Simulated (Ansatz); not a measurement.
# Ni wire along [110], 14 atoms a period: bands by functional and under strain, part 3 of 3

Aim: is the Ni wire along [110], 14 atoms a period a metal or a semiconductor?

Ansatz 0.2.0; DFT PBE, plane waves, PAW; relaxation of a wire's period (the session's first sound run).

So far, absolute moment (μB): step 2 (relaxing the period, PBE) 11.2; step 3 (the wire at its relaxed period, PBE) 11.2; step 4 (another level of theory, k-mesh 1×1×25, LDA PBE) 10.6; step 5 (another level of theory, k-mesh 1×1×25 (run 2), PBEsol PBE) 11.1; step 6 (another level of theory, cutoff 500 eV, k-mesh 1×1×25, r2SCAN PBE) 13.9.

## (8) At a strained period, period over the relaxed period 1.06, k-mesh 1×1×24

This step: DFT PBE, plane waves, PAW; relaxation at a fixed period (Ansatz 0.2.0).

The period is set to 1.06 times the relaxed one and the atoms relax within it: strain changes bond lengths and angles, which shifts the bands against each other. Against the first PBE run of this kind, the mesh along the wire has 24 points against 33.

The cell differs from the one that the last finished run ended in (c 2.425 → 2.570 Å).

Input file input.yaml:

```yaml
crystal:
  lattice:
    - [13.84, 0.0, 0.0]
    - [0.0, 14.267, 0.0]
    - [0.0, 0.0, 2.5702217761]
  atoms:
    - { symbol: Ni, position: [0.371697373, 0.674031983, 0.0], spin: 0.73 }
    - { symbol: Ni, position: [0.372513924, 0.5, 0.0], spin: 0.74 }
    - { symbol: Ni, position: [0.628302627, 0.674031983, 0.0], spin: 0.73 }
    - { symbol: Ni, position: [0.627486076, 0.5, 0.0], spin: 0.74 }
    - { symbol: Ni, position: [0.25051259, 0.414085396, 0.5], spin: 0.75 }
    - { symbol: Ni, position: [0.25051259, 0.585914604, 0.5], spin: 0.75 }
    - { symbol: Ni, position: [0.5, 0.246526142, 0.5], spin: 0.74 }
    - { symbol: Ni, position: [0.5, 0.413587128, 0.5], spin: 0.73 }
    - { symbol: Ni, position: [0.5, 0.586412872, 0.5], spin: 0.73 }
    - { symbol: Ni, position: [0.5, 0.753473858, 0.5], spin: 0.74 }
    - { symbol: Ni, position: [0.74948741, 0.414085396, 0.5], spin: 0.75 }
    - { symbol: Ni, position: [0.74948741, 0.585914604, 0.5], spin: 0.75 }
    - { symbol: Ni, position: [0.371697373, 0.325968017, 0.0], spin: 0.73 }
    - { symbol: Ni, position: [0.628302627, 0.325968017, 0.0], spin: 0.73 }
magnetization:
  spin_polarized: true
kpoints:
  mp_grid: { grid: [1, 1, 24] }
  band_path: { path: ["Γ", Z], npoints: 50 }
scf:
  occupations: { method: fermi_dirac, width: 0.05 }
hamiltonian:
  xc: pbe
relax:
  max_steps: 40
  f_tol: 0.02
output:
  stress: true
```

The run is started by

```bash
$ ansatz run input.yaml --threads 4 --pin off --max-ram 16384MiB --backend cpu --events-out ev --progress --plain --runs-dir out
```

Numbers of over 12 decimals in the logs are rounded to 6 here.

Output:

```text
Warning: output.stress: scf.convergence.dr2_threshold = 1e-7 eV (the SCF's general default) is looser than the 1.4e-9 eV advised for a printed stress (1e-10 eV for each atom of the cell: 14). What an SCF threshold leaves in a stress goes as its square root, and in the free energy as the threshold itself, and one threshold admits the most on a small cell: [figures from the program's tests cut] Every solve of this run  [...]
[...]
Crystal: 14 atoms, lattice volume = 507.504 Å³
Basis set: ecut = 420 eV, 9961 PW (Γ), exchange–correlation on 192×192×36 points (8 copies of the dense FFT grid, shifted against one another)
Bands: 158, of which v1, the nominal top of the filled ones, is band 126 counted from 1 (125 counted from 0)
Symmetry: 8 space group operations
[...]
k-points: 13 of 24
[...]
Starting moments: Σ|m| = 10.34 μB on 14 of 14 sites
[...]
SCF iter   1: F=—  HF=-81731.464100 eV  |F-HF|=—  |Δ(HF+E_count)|=         —  Δρ=2.15e-2 (↑2.15e-2 ↓2.01e-2)  dr2=1.96e1  dr2_m=1.05e0  M=11.147 μB ∫|m|=11.659 μB  β_m=0.30  ethr=3.10e-3  ⟨swp⟩=8.5  Hψ=18681  notcnv=0  defer=174
[...]
SCF iter  13: F=-81746.031649 eV  HF=-81746.031651 eV  |F-HF|=1.93e-6  |Δ(HF+E_count)|=   4.07e-7  Δρ=1.90e-5 (↑9.92e-6 ↓1.90e-5)  dr2=2.32e-6  dr2_m=1.99e-7  M=10.154 μB ∫|m|=11.564 μB  ethr=3.23e-9  ⟨swp⟩=2.8  Hψ=13836  notcnv=0
SCF 1 converged in 13 iterations: F = -81746.031649 eV  dr2 = 2.32e-6
[...]
relax step   1: F+E_penalty+E_count = -81746.03164927 eV  Δ(F+E_penalty+E_count) = +0.000e0 eV  max|allowed force component| = 4.004e-1 eV/Å  Δτ_max = 0.0000 Å  (13 SCF iters, dr2 threshold 1.00e-5 eV, accepted)
[...]
SCF iter   9: F=-81746.110595 eV  HF=-81746.110595 eV  |F-HF|=6.11e-7  |Δ(HF+E_count)|=   6.38e-8  Δρ=9.74e-6 (↑1.81e-6 ↓9.74e-6)  dr2=7.34e-7  dr2_m=9.67e-8  M=10.105 μB ∫|m|=11.488 μB  ethr=2.70e-10  ⟨swp⟩=2.0  Hψ=12015  notcnv=0
SCF 2 converged in 9 iterations: F = -81746.110595 eV  dr2 = 7.34e-7
relax step   2: F+E_penalty+E_count = -81746.11059487 eV  Δ(F+E_penalty+E_count) = -7.895e-2 eV  max|allowed force component| = 2.401e-1 eV/Å  Δτ_max = 0.0485 Å  (9 SCF iters, dr2 threshold 1.00e-5 eV, accepted)
SCF iter   1: F=—  HF=-81746.144529 eV  |F-HF|=—  |Δ(HF+E_count)|=         —  Δρ=4.23e-3 (↑3.48e-3 ↓4.23e-3)  dr2=2.71e-1  dr2_m=3.77e-2  M=10.069 μB ∫|m|=11.434 μB  β_m=0.30  ethr=1.10e-3  ⟨swp⟩=5.6  Hψ=10868  notcnv=0  defer=413
[...]
SCF iter  10: F=-81746.149412 eV  HF=-81746.149415 eV  |F-HF|=3.00e-6  |Δ(HF+E_count)|=   2.87e-7  Δρ=2.01e-5 (↑5.10e-6 ↓2.01e-5)  dr2=3.16e-6  dr2_m=2.90e-7  M=10.042 μB ∫|m|=11.386 μB  ethr=6.92e-11  ⟨swp⟩=1.8  Hψ=13189  notcnv=0
SCF 3 converged in 10 iterations: F = -81746.149412 eV  dr2 = 3.16e-6
relax step   3: F+E_penalty+E_count = -81746.14941210 eV  Δ(F+E_penalty+E_count) = -3.882e-2 eV  max|allowed force component| = 3.189e-2 eV/Å  Δτ_max = 0.0735 Å  (10 SCF iters, dr2 threshold 3.60e-6 eV, accepted)
[...]
relax step   4: F+E_penalty+E_count = -81746.15069220 eV  Δ(F+E_penalty+E_count) = -1.280e-3 eV  max|allowed force component| = 2.240e-2 eV/Å  Δτ_max = 0.0153 Å  (11 SCF iters, accepted)
SCF iter   1: F=—  HF=-81746.150308 eV  |F-HF|=—  |Δ(HF+E_count)|=         —  Δρ=2.06e-4 (↑1.34e-4 ↓2.06e-4)  dr2=1.46e-4  dr2_m=7.28e-5  M=10.049 μB ∫|m|=11.391 μB  β_m=0.65  ethr=1.34e-6  ⟨swp⟩=2.8  Hψ=7192  notcnv=0  defer=473
[...]
SCF iter   8: F=-81746.150785 eV  HF=-81746.150785 eV  |F-HF|=5.27e-8  |Δ(HF+E_count)|=  1.75e-10  Δρ=2.68e-6 (↑6.79e-7 ↓2.68e-6)  dr2=5.46e-8  dr2_m=7.84e-9  M=10.048 μB ∫|m|=11.390 μB  ethr=2.27e-11  ⟨swp⟩=2.8  Hψ=15623  notcnv=0
SCF 5 converged in 8 iterations: F = -81746.150785 eV  dr2 = 5.46e-8
relax step   5: F+E_penalty+E_count = -81746.15078531 eV  Δ(F+E_penalty+E_count) = -9.311e-5 eV  max|allowed force component| = 2.553e-3 eV/Å  Δτ_max = 0.0035 Å  (8 SCF iters, accepted)
[...]
the band table was solved once a step of the walk had ended and its energy, with any forces and stress, was formed, with the checks that follow a solve (20306 applications of the Hamiltonian). They found nothing against the state; the energy, forces and stress were not computed again (output.eigenvalues in the input reference)
[...]
SCF converged after 8 iterations
Magnetization: 10.0479 μB (131.0240 up, 120.9760 down)
Absolute magnetization: 11.4001 μB (∫|ρ↑−ρ↓|, with the PAW one-centre terms)
[...]
Per-site moments (μB) at R_I (Å): [(0.751343, 0.996028), (0.740840, 0.991109), (0.751343, 0.996028), (0.740840, 0.991109), (0.766321, 0.991109), (0.766321, 0.991109), (0.763953, 0.985827), (0.742956, 0.985827), (0.742956, 0.985827), (0.763953, 0.985827), (0.766321, 0.991109), (0.766321, 0.991109), (0.751343, 0.996028), (0.751343, 0.996028)]
Free energy (F): -81746.150785 eV
[...]
Internal energy: -81745.919466 eV  (E = F + TS)
E sigma→0 (E₀):  -81746.035126 eV
Entropy (-TS):   -0.231319 eV (-16.523 meV/atom)
Fermi energy:    2.294914 eV
[...]
--- Forces (eV/Å), atoms counted from 1 ---
  atom   1  Ni     0.00225223    -0.00244744     0.00000000
  atom   2  Ni     0.00012812     0.00000000     0.00000000
  atom   3  Ni    -0.00225223    -0.00244744     0.00000000
  atom   4  Ni    -0.00012812     0.00000000     0.00000000
  atom   5  Ni    -0.00105628    -0.00069212     0.00000000
  atom   6  Ni    -0.00105628     0.00069212     0.00000000
  atom   7  Ni     0.00000000    -0.00229452     0.00000000
  atom   8  Ni     0.00000000    -0.00255277     0.00000000
  atom   9  Ni     0.00000000     0.00255277     0.00000000
  atom  10  Ni     0.00000000     0.00229452     0.00000000
  atom  11  Ni     0.00105628    -0.00069212     0.00000000
  atom  12  Ni     0.00105628     0.00069212     0.00000000
  atom  13  Ni     0.00225223     0.00244744     0.00000000
  atom  14  Ni    -0.00225223     0.00244744     0.00000000
  max |Σ_I F_I| component: 3.47e-18 eV/Å
--- Stress (GPa, compression-positive) ---
       -0.018202       0.000000       0.000000
        0.000000      -0.024343       0.000000
        0.000000       0.000000      -3.947348
  P = ⅓ Tr σ = -1.3300 GPa (-13.300 kbar)
--- Band table (eV; the first three rows and the last of 26) ---
  k-point 0 ↑: bands = [... 122 lower, 1.4645, 1.4675, 1.5734, 1.6271, 1.6381, 1.6648, 1.6860, 1.7056, ... 28 higher]
  k-point 1 ↑: bands = [... 122 lower, 1.4505, 1.4941, 1.5776, 1.6076, 1.6119, 1.6560, 1.6566, 1.6654, ... 28 higher]
  k-point 2 ↑: bands = [... 122 lower, 1.4259, 1.5186, 1.5473, 1.5717, 1.5913, 1.5944, 1.6270, 1.6407, ... 28 higher]
  k-point 12 ↓: bands = [... 122 lower, 2.5069, 2.6087, 2.6463, 2.6563, 3.3426, 3.6162, 3.7246, 3.7494, ... 28 higher]
--- Relaxed structure (5 steps of the walk, 5 accepted, 0 SCFs on fresh bases) ---
  F+E_penalty+E_count = -81746.15078531 eV   max|allowed force component| = 2.553e-3 eV/Å
  atoms:
    - { symbol: Ni, position: [0.376286, 0.674383, 0.0] }
    - { symbol: Ni, position: [0.376805, 0.5, 0.0] }
    - { symbol: Ni, position: [0.623714, 0.674383, 0.0] }
    - { symbol: Ni, position: [0.623195, 0.5, 0.0] }
    - { symbol: Ni, position: [0.259985, 0.413945, 0.500000] }
    - { symbol: Ni, position: [0.259985, 0.586055, 0.500000] }
    - { symbol: Ni, position: [0.5, 0.245907, 0.500000] }
    - { symbol: Ni, position: [0.5, 0.413419, 0.500000] }
    - { symbol: Ni, position: [0.5, 0.586581, 0.500000] }
    - { symbol: Ni, position: [0.5, 0.754093, 0.500000] }
    - { symbol: Ni, position: [0.740015, 0.413945, 0.500000] }
    - { symbol: Ni, position: [0.740015, 0.586055, 0.500000] }
    - { symbol: Ni, position: [0.376286, 0.325617, 0.0] }
    - { symbol: Ni, position: [0.623714, 0.325617, 0.0] }
```

Wall time 6 min (4 threads of Arm Neoverse V2, shared host); peak memory 4.1 GiB.

The steps of the relaxation:

```csv
step,energy less that of the first step (eV),largest force component (eV/Å)
1,0.0000,0.4004
2,-0.0789,0.2401
3,-0.1178,0.0319
4,-0.1190,0.0224
5,-0.1191,0.0026
```

Forces are held to the 8 operations that the run works with; a distortion that breaks them can't arise in this run.

The atoms that moved most (Å):

```csv
atom,dx,dy,dz,length
Ni5,0.131,-0.002,0.000,0.131
Ni6,0.131,0.002,0.000,0.131
Ni11,-0.131,-0.002,0.000,0.131
Ni12,-0.131,0.002,0.000,0.131
Ni14,-0.063,-0.005,0.000,0.064
Ni3,-0.063,0.005,0.000,0.064
Ni13,0.063,-0.005,0.000,0.064
Ni1,0.063,0.005,0.000,0.064
```

Final coordinates:

```xyz
14
Lattice="13.8400 0.0000 0.0000 0.0000 14.2670 0.0000 0.0000 0.0000 2.5702" Properties=species:S:1:pos:R:3
Ni    5.2078    9.6214    0.0000
Ni    5.2150    7.1335    0.0000
Ni    8.6322    9.6214    0.0000
Ni    8.6250    7.1335    0.0000
Ni    3.5982    5.9057    1.2851
Ni    3.5982    8.3613    1.2851
Ni    6.9200    3.5084    1.2851
Ni    6.9200    5.8982    1.2851
Ni    6.9200    8.3688    1.2851
Ni    6.9200   10.7586    1.2851
Ni   10.2418    5.9057    1.2851
Ni   10.2418    8.3613    1.2851
Ni    5.2078    4.6456    0.0000
Ni    8.6322    4.6456    0.0000
```

This step gave:

- energy at zero smearing: -81746.0351 eV
- total moment: 10.05 μB
- absolute moment: 11.40 μB

Site moment by atom:

```csv
atom,site moment (μB)
Ni1,0.751
Ni2,0.741
Ni3,0.751
Ni4,0.741
Ni5,0.766
Ni6,0.766
Ni7,0.764
Ni8,0.743
Ni9,0.743
Ni10,0.764
Ni11,0.766
Ni12,0.766
Ni13,0.751
Ni14,0.751
```

Bands cross the Fermi level, as under PBE at the relaxed period, with an absolute moment of 11.40 μB a cell.

## (9) At a strained period, period over the relaxed period 1.1, k-mesh 1×1×23

The period is set to 1.1 times the relaxed one and the atoms relax within it: strain changes bond lengths and angles, which shifts the bands against each other. Against the first PBE run of this kind, the mesh along the wire has 23 points against 33.

The cell differs from the one that the last finished run ended in (c 2.570 → 2.667 Å).

input.yaml: that of step 8 with these lines changed.

```diff
@@ -4,3 +4,3 @@
     - [0.0, 14.267, 0.0]
-    - [0.0, 0.0, 2.5702217761]
+    - [0.0, 0.0, 2.6672112771]
   atoms:
@@ -23,3 +23,3 @@
 kpoints:
-  mp_grid: { grid: [1, 1, 24] }
+  mp_grid: { grid: [1, 1, 23] }
   band_path: { path: ["Γ", Z], npoints: 50 }
```

Output:

```text
[...]
Crystal: 14 atoms, lattice volume = 526.655 Å³
Basis set: ecut = 420 eV, 10389 PW (Γ), exchange–correlation on 192×192×36 points (8 copies of the dense FFT grid, shifted against one another)
Bands: 158, of which v1, the nominal top of the filled ones, is band 126 counted from 1 (125 counted from 0)
[...]
- { symbol: Ni, position: [0.500000, 0.412994, 0.500000] }
    - { symbol: Ni, position: [0.500000, 0.587006, 0.500000] }
    - { symbol: Ni, position: [0.500000, 0.755496, 0.500000] }
    - { symbol: Ni, position: [0.732208, 0.413780, 0.500000] }
    - { symbol: Ni, position: [0.732208, 0.586220, 0.500000] }
    - { symbol: Ni, position: [0.380285, 0.325176, 0.0] }
    - { symbol: Ni, position: [0.619715, 0.325176, 0.0] }
[key lines of the parts left out:]
SCF converged after 2 iterations
Magnetization: 10.1000 μB (131.0500 up, 120.9500 down)
Free energy (F): -81745.614530 eV
Fermi energy:    2.070055 eV
P = ⅓ Tr σ = -1.6122 GPa (-16.122 kbar)
```

Wall time 6.7 min (4 threads); peak memory 4.2 GiB.

The steps of the relaxation:

```csv
step,energy less that of the first step (eV),largest force component (eV/Å)
1,0.0000,0.6355
2,-0.2303,0.3830
3,-0.3422,0.0691
4,-0.3463,0.0489
5,-0.3466,0.0357
6,-0.3470,0.0024
7,-0.3470,0.0024
```

Forces are held to the 8 operations that the run works with; a distortion that breaks them can't arise in this run.

The atoms that moved most (Å):

```csv
atom,dx,dy,dz,length
Ni6,0.239,0.004,0.000,0.239
Ni5,0.239,-0.004,0.000,0.239
Ni12,-0.239,0.004,0.000,0.239
Ni11,-0.239,-0.004,0.000,0.239
Ni3,-0.119,0.011,0.000,0.119
Ni14,-0.119,-0.011,0.000,0.119
Ni1,0.119,0.011,0.000,0.119
Ni13,0.119,-0.011,0.000,0.119
```

Final coordinates:

```xyz
14
Lattice="13.8400 0.0000 0.0000 0.0000 14.2670 0.0000 0.0000 0.0000 2.6672" Properties=species:S:1:pos:R:3
Ni    5.2631    9.6277    0.0000
Ni    5.2666    7.1335    0.0000
Ni    8.5769    9.6277    0.0000
Ni    8.5734    7.1335    0.0000
Ni    3.7062    5.9034    1.3336
Ni    3.7062    8.3636    1.3336
Ni    6.9200    3.4883    1.3336
Ni    6.9200    5.8922    1.3336
Ni    6.9200    8.3748    1.3336
Ni    6.9200   10.7787    1.3336
Ni   10.1338    5.9034    1.3336
Ni   10.1338    8.3636    1.3336
Ni    5.2631    4.6393    0.0000
Ni    8.5769    4.6393    0.0000
```

This step gave:

* energy at zero smearing: -81745.4998 eV
* total moment: 10.10 μB
* absolute moment: 11.41 μB

Bands cross the Fermi level, as under PBE at the relaxed period, with an absolute moment of 11.41 μB a cell.

## (10) A varied input: kpoints.mp_grid.grid = [1, 1, 31]

This step: DFT LDA, plane waves, PAW; bands of a perfect wire at the PBE geometry; changed: kpoints.mp_grid.grid = [1, 1, 31] (Ansatz 0.2.0).

The atoms of the band run (LDA) are kept and the input is varied, to see whether the result depends on it.

input.yaml: that of step 9 with these lines changed.

```diff
@@ -4,3 +4,3 @@
     - [0.0, 14.267, 0.0]
-    - [0.0, 0.0, 2.6672112771]
+    - [0.0, 0.0, 2.4247375246]
   atoms:
@@ -23,3 +23,3 @@
 kpoints:
-  mp_grid: { grid: [1, 1, 23] }
+  mp_grid: { grid: [1, 1, 31] }
   band_path: { path: ["Γ", Z], npoints: 50 }
@@ -28,7 +28,2 @@
 hamiltonian:
-  xc: pbe
-relax:
-  max_steps: 40
-  f_tol: 0.02
-output:
-  stress: true
+  xc: lda
```

Output:

```text
[...]
Crystal: 14 atoms, lattice volume = 478.777 Å³
Basis set: ecut = 420 eV, 9277 PW (Γ)
Bands: 158, of which v1, the nominal top of the filled ones, is band 126 counted from 1 (125 counted from 0)
Symmetry: 8 space group operations
[...]
k-points: 16 of 31
[...]
Starting moments: Σ|m| = 10.34 μB on 14 of 14 sites
[...]
SCF iter   1: F=—  HF=-80801.353134 eV  |F-HF|=—  |Δ(HF+E_count)|=         —  Δρ=3.52e-2 (↑1.91e-2 ↓3.52e-2)  dr2=1.97e1  dr2_m=2.06e0  M=11.999 μB ∫|m|=12.575 μB  β_m=0.30  ethr=3.10e-3  ⟨swp⟩=8.7  Hψ=24340  notcnv=0  defer=227
[...]
SCF iter  18: F=-80814.915422 eV  HF=-80814.915422 eV  |F-HF|=6.26e-10  |Δ(HF+E_count)|=  4.37e-11  Δρ=3.00e-7 (↑1.04e-7 ↓3.00e-7)  dr2=6.98e-10  dr2_m=5.48e-11  M=9.521 μB ∫|m|=10.536 μB  ethr=2.48e-12  ⟨swp⟩=1.1  Hψ=10341  notcnv=0
SCF 1 converged in 18 iterations: F = -80814.915422 eV  dr2 = 6.98e-10
[...]
SCF converged after 18 iterations
[...]
Magnetization: 9.5213 μB (130.7607 up, 121.2393 down)
Absolute magnetization: 10.5448 μB (∫|ρ↑−ρ↓|, with the PAW one-centre terms)
[...]
Per-site moments (μB) at R_I (Å): [(0.696689, 0.998839), (0.707074, 0.995426), (0.696689, 0.998839), (0.707074, 0.995426), (0.723991, 0.995426), (0.723991, 0.995426), (0.711627, 0.983177), (0.708086, 0.983177), (0.708086, 0.983177), (0.711627, 0.983177), (0.723991, 0.995426), (0.723991, 0.995426), (0.696689, 0.998839), (0.696689, 0.998839)]
Free energy (F): -80814.915422 eV
[...]
Internal energy: -80814.664641 eV  (E = F + TS)
E sigma→0 (E₀):  -80814.790031 eV
Entropy (-TS):   -0.250781 eV (-17.913 meV/atom)
Fermi energy:    2.245559 eV
[...]
--- Band table (eV; the first three rows and the last of 32) ---
  k-point 0 ↑: bands = [... 122 lower, 1.5109, 1.5212, 1.5377, 1.6753, 1.6765, 1.6904, 1.7104, 1.7112, ... 28 higher]
  k-point 1 ↑: bands = [... 122 lower, 1.4894, 1.5185, 1.5524, 1.6207, 1.6627, 1.6853, 1.6969, 1.7014, ... 28 higher]
  k-point 2 ↑: bands = [... 122 lower, 1.4916, 1.5309, 1.5801, 1.6246, 1.6284, 1.6302, 1.6717, 1.6775, ... 28 higher]
  k-point 15 ↓: bands = [... 122 lower, 2.5791, 2.6500, 2.6543, 2.7021, 3.5551, 3.7712, 3.9839, 4.3685, ... 28 higher]
```

It took 3.5 min on 4 threads; peak memory 3.9 GiB.

This step gave:

```yaml
energy_at_zero_smearing: -80814.7900 eV
total_moment: 9.521 μB
absolute_moment: 10.54 μB
```

It took 3.5 min against 5 min for the run it varies.

The two runs compared:

```csv
quantity,this run,the run it varies,difference
total moment (μB),9.5213,9.5781,-0.0568
absolute moment (μB),10.545,10.589,-0.0441
```

Here the change moves total moment and absolute moment by under 5 % (under 0.03 eV for energies).

## (11) A varied input

This step: DFT LDA, plane waves, PAW; bands of a perfect wire at the PBE geometry; changed: scf.n_extra_bands = 2, scf.lower_state_search = "standard" (Ansatz 0.2.0).

The atoms of the band run (LDA) are kept and the input is varied, to see whether the result depends on it.

input.yaml: that of step 10 with these lines changed.

```diff
@@ -23,3 +23,3 @@
 kpoints:
-  mp_grid: { grid: [1, 1, 31] }
+  mp_grid: { grid: [1, 1, 25] }
   band_path: { path: ["Γ", Z], npoints: 50 }
@@ -27,2 +27,4 @@
   occupations: { method: fermi_dirac, width: 0.05 }
+  n_extra_bands: 2
+  lower_state_search: standard
 hamiltonian:
```

Output:

```text
Error: inconsistent input (scf.n_extra_bands): n_bands = 128 cannot host the net starting moment |Σ_I m_I| = 10.3400 μB: with N_el = 252 the majority spin channel must hold (N_el + |M|)/2 = 131.1700 electrons at no more than one per band — at least 132 bands (128 bands cap the reachable moment at 2·n_bands − N_el = 4.0000 μB); raise scf.n_extra_bands until at least 132 bands are solved (omitted, it auto-derives to 158) or lower the seeds (crystal.atoms[].spin / magnetization.per_species / magnetization.initial_magnetization)
```

It took 0.08 s on 4 threads; peak memory 0.07 GiB.

The program refused the input before any cycle.

The program's message: “Error: inconsistent input (scf.n_extra_bands): n_bands = 128 cannot host the net starting moment |Σ_I m_I| = 10.3400 μB: with N_el = 252 the majority spin channel must hold (N_el + |M|)/2 = 131.1700 e …”

## (12) Outcome

```json
{"cell length, PBE": "2.425 Å", "absolute moment, PBE": "11.2 μB", "absolute moment, LDA": "10.6 μB", "absolute moment, PBEsol": "11.1 μB", "absolute moment, r2SCAN": "13.9 μB", "gap, period scaled by 1.06": "none", "gap, period scaled by 1.1": "none", "ballistic conductance by band crossings, a lower bound, PBE": "12.5 G₀"}
```

Under PBE the cell's length is 2.42 Å, the absolute moment is 11.16 μB a cell, and the bands cross the Fermi level 25 times between Γ and Z, which gives a perfect wire at least 12.5 G₀ (opposite crossings within one step of the path cancel in such a count). In the perfect wire the moments were started parallel, and no opposed start was run. No search over magnetic orders was made; another may lie lower.

[Logs are printed without paths, hosts, clocks, repeated set-up lines and the standing remarks that a program may print on its own settings, such as how far it seeks lower states.]

[Hosts, paths, dates, database ids (printed as entryN), source tags and the programs' standing remarks are cut or masked in the printed files.]
